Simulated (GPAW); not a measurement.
# SrSi (Cmcm): the Si K absorption edge, part 2 of 2

Aim: the near-edge shape at the Si K edge of SrSi (Cmcm), and what the core hole does to it.

GPAW 26.7.0; X-ray absorption from dipole matrix elements to empty bands, plane-wave PAW LDA.

So far. Step 2 (The field without a hole): The mesh shows no gap, so the system is treated as a metal and the core electron is put at the Fermi level (neutral cell). Step 3 (Spectrum without a core hole, Si atom 3): Main maxima below 24 eV (height): 7.7 eV (1.69) and 20.6 eV (1.00). A K edge sees empty p states on the absorber.

### 5. Spectrum with XCH, Si atom 3

The holes are 7.4 Å apart. In GPAW the data set carries the hole's charge, so charge=0 means a charged cell and charge=-1 a neutral one. The excited electron is kept in the cell, where it fills the lowest empty states and screens the hole. After the field has converged, empty bands are computed with the density fixed and the dipole matrix elements are summed.

Input file xas.py:

```python
import numpy as np
from ase import Atoms
from ase.parallel import parprint, paropen
from gpaw import GPAW, PW, FermiDirac, Mixer, MixerDif, setup_paths
from gpaw.test import gen
setup_paths.insert(0, '.')
gen('Si', name='fch1s', xcname='LDA', corehole=(1, 0, 1), write_xml=True)
from gpaw.mpi import world
world.barrier()

atoms = Atoms('Sr8Si8',
    cell=[[2.415, -5.665, 4.04],
     [2.415, 5.665, 4.04],
     [-4.83, 0, 8.08]],
    scaled_positions=[[0.1725, 0.4525, 0.8125],
     [0.4225, 0.7025, 0.0625],
     [0.6725, 0.9525, 0.3125],
     [0.9225, 0.2025, 0.5625],
     [0.5775, 0.2975, 0.9375],
     [0.8275, 0.5475, 0.1875],
     [0.0775, 0.7975, 0.4375],
     [0.3275, 0.0475, 0.6875],
     [0.8785, 0.7465, 0.8125],
     [0.1285, 0.9965, 0.0625],
     [0.3785, 0.2465, 0.3125],
     [0.6285, 0.4965, 0.5625],
     [0.8715, 0.0035, 0.9375],
     [0.1215, 0.2535, 0.1875],
     [0.3715, 0.5035, 0.4375],
     [0.6215, 0.7535, 0.6875]],
    pbc=True)
atoms.calc = calc = GPAW(legacy_gpaw=True, mode=PW(430), xc='LDA', setups={8: 'fch1s'},
    kpts={'size': (4, 4, 3), 'gamma': True}, occupations=FermiDirac(0.1),
    charge=-1, mixer=Mixer(0.1, 5, 50), maxiter=150,
    convergence={'density': 0.0001}, txt='scf.txt')
energy = atoms.get_potential_energy() + calc.get_reference_energy()
ef = calc.get_fermi_level()
out = dict(energy=energy, fermi=ef, forces=atoms.get_forces().tolist())
parprint(f'all-electron energy {energy:.4f} eV, Fermi level {ef:.4f} eV')
ev = np.array([[calc.get_eigenvalues(k, s) for k in range(len(calc.get_ibz_k_points()))] for s in range(calc.get_number_of_spins())])
out['homo'], out['lumo'], out['counts'] = ev[ev < ef].max(), ev[ev > ef].min(), sorted(set((ev < ef).sum((0, 2)).tolist()))
out['filled'] = (ev[:, 0] < ef).sum(1).tolist()

from ase.units import Ha
from gpaw.xas import dipole_matrix_elements
nb = int(calc.get_number_of_electrons() / 2) + 265
top, nb = nb, nb + 8 + nb // 12
nscf = calc.fixed_density(kpts={'size': (5, 5, 4), 'gamma': True}, nbands=nb,
    convergence={'bands': top, 'eigenstates': 1e-5}, maxiter=60, txt='nscf.txt')
cell = atoms.cell.array
ops = [cell.T @ U.T @ np.linalg.inv(cell.T) for U in nscf.wfs.kd.symmetry.op_scc]
E = np.arange(-6, 34, 0.1)
fwhm = np.interp(E, [4, 25], [0.9, 3.5])
Y, X, zero, highest = 0, 0, 1e9, 1e9
for spin in range(nscf.get_number_of_spins()):
    wfs = nscf.wfs
    A = dipole_matrix_elements(wfs.setups[8])
    eps = np.zeros((wfs.kd.nibzkpts, nb))
    d = np.zeros((3, A.shape[1], wfs.kd.nibzkpts, nb), complex)
    for kpt in wfs.kpt_u:
        if kpt.s == spin and 8 in kpt.P_ani:
            eps[kpt.k] = kpt.eps_n * Ha
            d[:, :, kpt.k] = (kpt.weight * wfs.nspins / 2) ** 0.5 * np.inner(A, kpt.P_ani[8])
    world.sum(eps)
    world.sum(d)
    T = np.einsum('amkn,bmkn->abkn', d, d.conj()).real
    T = sum(np.einsum('ai,ijkn,bj->abkn', R, T, R) for R in ops) / len(ops)
    empty = eps > ef
    zero, highest = min(zero, eps[empty].min()), min(highest, eps[:, top - 1].min())
    lines = [(eps, T, empty)] if spin == 0 else lines + [(eps, T, empty)]
for eps, T, empty in lines:
    f = np.einsum('aakn->akn', T).reshape(3, -1)
    x = eps.ravel() - zero
    w = np.interp(x, E, fwhm) / 2.35482
    g = np.exp(-0.5 * ((E[:, None] - x) / w) ** 2) / (w * (2 * np.pi) ** 0.5)
    Y = Y + (f * empty.ravel()) @ g.T
    X = X + (f * ~empty.ravel()) @ g.T
out.update(E=E.round(2).tolist(), xas=Y.tolist(), xes=X.tolist(), zero=zero, valid=highest - zero, nk=len(eps), nb=nb)
for i in range(0, len(E), 10):
    parprint(f'{E[i]:7.2f}', *(f'{v:10.3e}' for v in Y[:, i]))
import json
with paropen('out.json', 'w') as f:
    json.dump(out, f)
```

On the command line:

```
$ OMP_NUM_THREADS=1 mpirun -n 4 gpaw python xas.py
```

Numbers of over 12 decimals in the logs are rounded to 6 here.

The log of the run:

```text
Input parameters:
  charge: -1
  convergence: {density: 0.0001}
  kpts: {gamma: True,
         size: (4, 4, 3)}
  maxiter: 150
  mixer: {backend: pulay,
          beta: 0.1,
          method: separate,
          nmaxold: 5,
          weight: 50}
  mode: {ecut: 430.0,
         name: pw}
  occupations: {fixmagmom: False,
                name: fermi-dirac,
                width: 0.1}
  setups: {8: fch1s}

Initialize ...

[... PAW data sets ...]

Reference energy: -752189.994496  # eV

Spin-paired calculation

[... convergence settings ...]
Symmetries present (total): 1
  [... symmetry matrices ...]

48 k-points: 4 x 4 x 3 Monkhorst-Pack grid + [1/8,1/8,0.000000]
26 k-points in the irreducible part of the Brillouin zone
       k-points in crystal coordinates                weights
   0:     0.00000000    0.00000000    0.00000000          1/48
   1:     0.00000000    0.00000000    0.33333333          2/48
   2:     0.00000000    0.25000000   -0.33333333          2/48
   3:     0.00000000    0.25000000    0.00000000          2/48
   4:     0.00000000    0.25000000    0.33333333          2/48
   5:     0.00000000    0.50000000    0.00000000          1/48
   6:     0.00000000    0.50000000    0.33333333          2/48
   7:     0.25000000   -0.25000000   -0.33333333          2/48
   8:     0.25000000   -0.25000000    0.00000000          2/48
   9:     0.25000000   -0.25000000    0.33333333          2/48
          ...
  25:     0.50000000    0.50000000    0.33333333          2/48

Wave functions: Plane wave expansion
  Cutoff energy: 430.000 eV
  Number of coefficients (min, max): 8922, 8987
  Pulay-stress correction: 0.000000 eV/Ang^3 (de/decut=0.000000)
  Using FFTW library
  Wavefunction extrapolation:
    Improved wavefunction reuse through dual PAW basis

Occupation numbers: Fermi-Dirac:
  width: 0.1000  # eV

Eigensolver
   Davidson(niter=2)

Densities:
  Coarse grid: 36*36*48 grid
  Fine grid: 72*72*96 grid
  Total Charge: 0.000000

Density mixing:
  Method: separate
  Backend: pulay
  Linear mixing parameter: 0.1
  old densities: 5
  Width of damping distribution: 1.1
  Damping of long wavelength oscillations: 50

[... Hamiltonian set-up ...]
Number of atoms: 16
Number of atomic orbitals: 72
Number of bands in calculation: 72
Number of valence electrons: 113
Bands to converge: occupied

... initialized

Initializing position-dependent things.

Density initialized from atomic densities
Creating initial wave functions:
  72 bands from LCAO basis set

                Si
                Si

         SrSr          Sr
                  Sr
       Si       Si
                Si       Si
              Sr
         Sr          SrSr

                Si
                Si

Atomic positions and initial magnetic moments

Positions:
   0 Sr    -2.415000    1.586200    9.090000    ( 0.0000,  0.0000,  0.0000)
   1 Sr     2.415000    1.586200    5.050000    ( 0.0000,  0.0000,  0.0000)
   2 Sr     2.415000    1.586200    9.090000    ( 0.0000,  0.0000,  0.0000)
   3 Sr     0.000000   -4.078800    9.090000    ( 0.0000,  0.0000,  0.0000)
   4 Sr    -2.415000   -1.586200   11.110000    ( 0.0000,  0.0000,  0.0000)
   5 Sr     2.415000   -1.586200    7.070000    ( 0.0000,  0.0000,  0.0000)
   6 Sr     0.000000    4.078800    7.070000    ( 0.0000,  0.0000,  0.0000)
[...]
13 Si     0.000000    0.747780    3.030000    ( 0.0000,  0.0000,  0.0000)
  14 Si     0.000000    0.747780    7.070000    ( 0.0000,  0.0000,  0.0000)
  15 Si     0.000000    0.747780   11.110000    ( 0.0000,  0.0000,  0.0000)

Unit cell:
           periodic     x           y           z      points  spacing
  1. axis:    yes    2.415000   -5.665000    4.040000    36     0.1859
  2. axis:    yes    2.415000    5.665000    4.040000    36     0.1859
  3. axis:    yes   -4.830000    0.000000    8.080000    48     0.1727

  Lengths:   7.365192   7.365192   9.413570
  Angles:   72.387329  72.387329 100.556769

Effective grid spacing dv^(1/3) = 0.1923

iter:   1   -90.859051
iter:   2   -85.047070   -0.93  -0.98
iter:   3   -82.736438   -1.35  -1.13
iter:   4   -82.318880   -1.90  -1.27
iter:   5   -82.262026   -2.53  -1.43
iter:   6   -82.267304   -2.68  -1.67
iter:   7   -82.250067c  -4.25  -2.24
iter:   8   -82.237996c  -3.43  -2.36
iter:   9   -82.236753c  -4.51  -2.67
iter:  10   -82.235347c  -4.49  -2.81
iter:  11   -82.235168c  -5.21  -3.07
iter:  12   -82.235093c  -5.53  -3.27
iter:  13   -82.235072c  -6.27  -3.45
iter:  14   -82.235076c  -6.72  -3.75
iter:  15   -82.235079c  -7.55c -3.94
iter:  16   -82.235076c  -7.30  -4.04c
iter:  17   -82.235076c  -8.23c -4.39c

Converged after 17 iterations.

Dipole moment: (0.044075, -0.058040, 0.080696) |e|*Ang

Energy contributions relative to reference atoms: (reference = -752189.994496)

Kinetic:        +51.184061
Potential:      -30.378335
External:        +0.000000
XC:            -100.839766
Entropy (-ST):   -0.253406
Local:           -2.074333
SIC:             +0.000000
--------------------------
Free energy:    -82.361779
Extrapolated:   -82.235076

Showing only first 2 kpts
 Kpt  Band  Eigenvalues  Occupancy
  0    54      4.83880    1.99985
  0    55      5.27065    1.98879
  0    56      6.16330    0.04603
  0    57      6.26893    0.01625

  1    54      4.91558    1.99968
  1    55      5.35689    1.97364
  1    56      6.20409    0.03085
[...]
Fermi level: 5.78846

No gap
No difference between direct/indirect transitions

Forces in eV/Ang:
  0 Sr   -0.00000   -0.02540   -0.00000
  1 Sr    0.05256   -0.09272   -0.00352
  2 Sr   -0.00000   -0.08409   -0.00000
  3 Sr   -0.05256   -0.09272    0.00352
  4 Sr    0.06997    0.07922    0.04739
  5 Sr    0.07194    0.08036   -0.09075
  6 Sr   -0.07194    0.08036    0.09075
[...]
13 Si    0.00819   -0.15061   -0.08282
 14 Si   -0.00819   -0.15061    0.08282
 15 Si   -0.00777   -0.20427    0.00666
Scalar-relativistic atomic LDA calculation for Si (Silicon, Z=14)
Core hole in 1s state (1s occupation: 1.0)
450 radial gridpoints.
|------------------------------------------------|
|------------------------------------------------|
[... the atom generator's iteration count ...]

Energy contributions:
-------------------------
Kinetic:     +220.780583
XC:           -16.024777
Potential:   -425.439960
-------------------------
Total:       -220.684154

state      eigenvalue         ekin         rmax
-----------------------------------------------
1s^1.0 :   -70.908741    95.421565        0.072
2s^2.0 :    -6.456485    14.802915        0.434
2p^6.0 :    -4.992185    14.606350        0.356
3s^2.0 :    -0.832237     2.282916        1.576
3p^2.0 :    -0.531202     1.774628        1.742
-----------------------------------------------
(units: Bohr and Hartree)

Generating PAW setup
Kinetic energy of the core from tauc = 213.098295270902
Cutoffs:
rc(s)=2.000
rc(p)=2.000
rc(d)=2.000
rc(vbar)=1.800
rc(comp)=2.000
rc(nct)=2.000

Kinetic energy of the core states: 212.665494
Charge: 1.0
Core electrons: 9.0
Valence electrons: 4.0
Pseudo-core charge: 0.076274
Shape function alpha=2.500
Pseudo-electron charge 4.459138
state    eigenvalue         norm
--------------------------------
3s(2) :    -0.832237     1.189334
*s    :     0.167763
3p(2) :    -0.531202     1.002098
*p    :     0.468798
*d    :     0.000000
--------------------------------

Diagonalizing with gridspacing h=0.050

state   all-electron     PAW
-------------------------------
3s:      -0.832237    -0.832487
3p:      -0.531202    -0.531501
*d:                   -0.147046
*f:                   -0.019078
-------------------------------
all-electron energy -752272.2296 eV, Fermi level 5.7885 eV
[...]
31.00  3.717e-06  3.748e-06  3.514e-06
  32.00  3.770e-06  3.719e-06  3.553e-06
  33.00  3.835e-06  3.682e-06  3.522e-06
```

The job ended after 25 min (4 MPI ranks of Arm Neoverse V2, shared host; peak memory 1.4 GiB; 1.7 h of CPU time).

The Si K spectrum, Si atom 3, excited-electron core hole (neutral cell) (energy from the lowest empty level; intensity scaled to a mean of 1 over the first 20 eV; polarised curves are means over the symmetry-equivalent atoms):

| E (eV) | isotropic | ε ∥ x | ε ∥ y | ε ∥ z |
| --- | --- | --- | --- | --- |
| -2.0 | 0.00 | 0.00 | 0.00 | 0.00 |
| -1.4 | 0.00 | 0.00 | 0.00 | 0.00 |
| -0.8 | 0.02 | 0.01 | 0.02 | 0.03 |
| -0.2 | 0.27 | 0.13 | 0.29 | 0.41 |
| 0.4 | 0.80 | 0.44 | 0.88 | 1.07 |
| 1.0 | 0.87 | 0.46 | 0.83 | 1.31 |
| 1.6 | 0.93 | 0.42 | 0.87 | 1.49 |
| 2.2 | 1.13 | 0.65 | 1.19 | 1.56 |
| 2.8 | 1.16 | 0.85 | 1.21 | 1.42 |
| 3.4 | 1.21 | 1.11 | 1.24 | 1.28 |
| 4.0 | 1.48 | 1.25 | 1.71 | 1.47 |
| 4.6 | 1.63 | 1.57 | 1.75 | 1.58 |
| 5.2 | 1.76 | 2.13 | 1.70 | 1.45 |
| 5.8 | 1.71 | 2.11 | 1.70 | 1.32 |
| 6.4 | 1.52 | 1.71 | 1.57 | 1.28 |
| 7.0 | 1.41 | 1.51 | 1.36 | 1.34 |
| 7.6 | 1.30 | 1.46 | 1.18 | 1.24 |
| 8.2 | 1.07 | 1.21 | 0.98 | 1.03 |
| 8.8 | 0.88 | 0.92 | 0.81 | 0.90 |
| 9.4 | 0.77 | 0.72 | 0.69 | 0.90 |
| 10.0 | 0.77 | 0.63 | 0.64 | 1.03 |
| 10.6 | 0.79 | 0.61 | 0.66 | 1.10 |
| 11.2 | 0.77 | 0.59 | 0.71 | 1.01 |
| 11.8 | 0.72 | 0.57 | 0.76 | 0.83 |
| 12.4 | 0.71 | 0.55 | 0.82 | 0.74 |
| 13.0 | 0.73 | 0.54 | 0.87 | 0.78 |
| 13.6 | 0.75 | 0.53 | 0.87 | 0.87 |
| 14.2 | 0.76 | 0.54 | 0.82 | 0.92 |
| 14.8 | 0.76 | 0.58 | 0.77 | 0.92 |
| 15.4 | 0.76 | 0.66 | 0.75 | 0.89 |
| 16.0 | 0.78 | 0.75 | 0.76 | 0.84 |
| 16.6 | 0.80 | 0.83 | 0.80 | 0.79 |
| 17.2 | 0.82 | 0.87 | 0.85 | 0.74 |
| 17.8 | 0.85 | 0.91 | 0.91 | 0.72 |
| 18.4 | 0.87 | 0.95 | 0.94 | 0.72 |
| 19.0 | 0.90 | 1.00 | 0.95 | 0.75 |
| 19.6 | 0.91 | 1.02 | 0.92 | 0.79 |
| 20.2 | 0.91 | 1.02 | 0.88 | 0.83 |
| 20.8 | 0.89 | 0.99 | 0.84 | 0.85 |
| 21.4 | 0.86 | 0.93 | 0.80 | 0.86 |
| 22.0 | 0.83 | 0.88 | 0.77 | 0.85 |
| 22.6 | 0.80 | 0.83 | 0.74 | 0.84 |
| 23.2 | 0.78 | 0.79 | 0.73 | 0.82 |
| 23.8 | 0.76 | 0.77 | 0.73 | 0.80 |
| 24.4 | 0.75 | 0.76 | 0.72 | 0.76 |
| 25.0 | 0.73 | 0.75 | 0.72 | 0.72 |
| 25.6 | 0.72 | 0.75 | 0.72 | 0.67 |
| 26.2 | 0.71 | 0.76 | 0.72 | 0.64 |
| 26.8 | 0.70 | 0.76 | 0.73 | 0.62 |
| 27.4 | 0.70 | 0.76 | 0.73 | 0.62 |
| 28.0 | 0.70 | 0.75 | 0.73 | 0.62 |
| 28.6 | 0.70 | 0.74 | 0.73 | 0.62 |
| 29.2 | 0.69 | 0.72 | 0.72 | 0.63 |
| 29.8 | 0.69 | 0.71 | 0.71 | 0.64 |

Main maxima below 24 eV (height): 2.5 eV (1.18), 5.4 eV (1.77) and 19.8 eV (0.91). 

The total-energy difference is 1842.87 eV. One term is added: -14.86 eV, since the hole is spin-paired here and a spin-polarised one costs that much less in the free atom (computed apart). The photon energy is then 1828.01 eV. The tabulated edge of the element is 1839 eV. The functional leaves an error in such absolute values: in the free atom LDA prices this hole 7.8 eV below PBE (computed apart), and PBE is itself good to a few eV.

### 6. What the core hole does

Both curves are counted from their own zero, so only the shift of weight within the empty states shows.

| E (eV) | no hole | XCH |
| --- | --- | --- |
| -2.0 | 0.00 | 0.00 |
| -1.0 | 0.00 | 0.00 |
| 0.0 | 0.27 | 0.46 |
| 1.0 | 0.63 | 0.87 |
| 2.0 | 0.68 | 1.06 |
| 3.0 | 0.86 | 1.14 |
| 4.0 | 0.96 | 1.48 |
| 5.0 | 1.19 | 1.72 |
| 6.0 | 1.50 | 1.65 |
| 7.0 | 1.62 | 1.41 |
| 8.0 | 1.67 | 1.15 |
| 9.0 | 1.30 | 0.83 |
| 10.0 | 1.03 | 0.77 |
| 11.0 | 0.95 | 0.78 |
| 12.0 | 0.89 | 0.71 |
| 13.0 | 0.84 | 0.73 |
| 14.0 | 0.84 | 0.76 |
| 15.0 | 0.82 | 0.76 |
| 16.0 | 0.85 | 0.78 |
| 17.0 | 0.86 | 0.82 |
| 18.0 | 0.87 | 0.85 |
| 19.0 | 0.93 | 0.90 |
| 20.0 | 0.98 | 0.91 |
| 21.0 | 0.99 | 0.88 |
| 22.0 | 0.96 | 0.83 |
| 23.0 | 0.92 | 0.79 |
| 24.0 | 0.89 | 0.76 |
| 25.0 | 0.86 | 0.73 |
| 26.0 | 0.82 | 0.71 |
| 27.0 | 0.79 | 0.70 |
| 28.0 | 0.78 | 0.70 |
| 29.0 | 0.76 | 0.70 |

With each curve scaled to its own mean, the area from −2 to 6 eV with the hole is 7.6 against 5.3, and the centre of weight from −1 to 20 eV moves by -0.8 eV: the hole pulls the absorber's empty states down.

### 7. Results

| Item | Value |
| --- | --- |
| absorber and edge | Si K, atom 3 of the ground-state input (counted from 1) |
| surroundings | 2 Si at 2.51 Å (bent, 107°, site symmetry m2m) |
| highest intensity below 16 eV | 5.4 eV above the zero, height 1.77 |
| photon energy of the zero, with the added terms | 1828.0 eV (raw 1842.9 eV; LDA puts this hole about 8 eV below PBE, itself good to a few eV) |

**Reading.** The Si K edge of atom 3, with 2 Si at 2.51 Å (bent, 107°, site symmetry m2m), has its highest intensity of the first 16 eV at 5.4 eV above the zero, near 1833 eV in photon energy (LDA puts this hole about 8 eV below PBE, itself good to a few eV), 1.8 times the mean level of the first 20 eV (Gaussian full width 0.9 eV up to 4 eV, rising linearly to 3.5 eV at 25 eV). With each curve scaled to its own mean, the area from −2 to 6 eV with the hole is 7.6 against 5.3, and the centre of weight from −1 to 20 eV moves by -0.8 eV: the hole pulls the absorber's empty states down. At the Si K edge of atom 3 polarisation matters most near 1.5 eV, where the curves differ by 1.1 on this scale. The structure is a published determination, not relaxed.

[Banner, clock and machine lines of the logs are left out without a mark of their own.]

[Logs are printed without paths, hosts, clocks, repeated set-up lines and the standing remarks that a program may print on its own settings, such as how far it seeks lower states.]

[Hosts, paths, dates, database ids (printed as entryN), source tags and the programs' standing remarks are cut or masked in the printed files.]

[Lists of maxima count a maximum above −3 eV only where it reaches 4 % of the highest in the window and stands out from its surroundings by 2 % of it (1.5 % where it reaches 55 %); shoulders and weaker maxima are passed over, and of the rest the first, up to two pre-edge ones and the few strongest are named.]
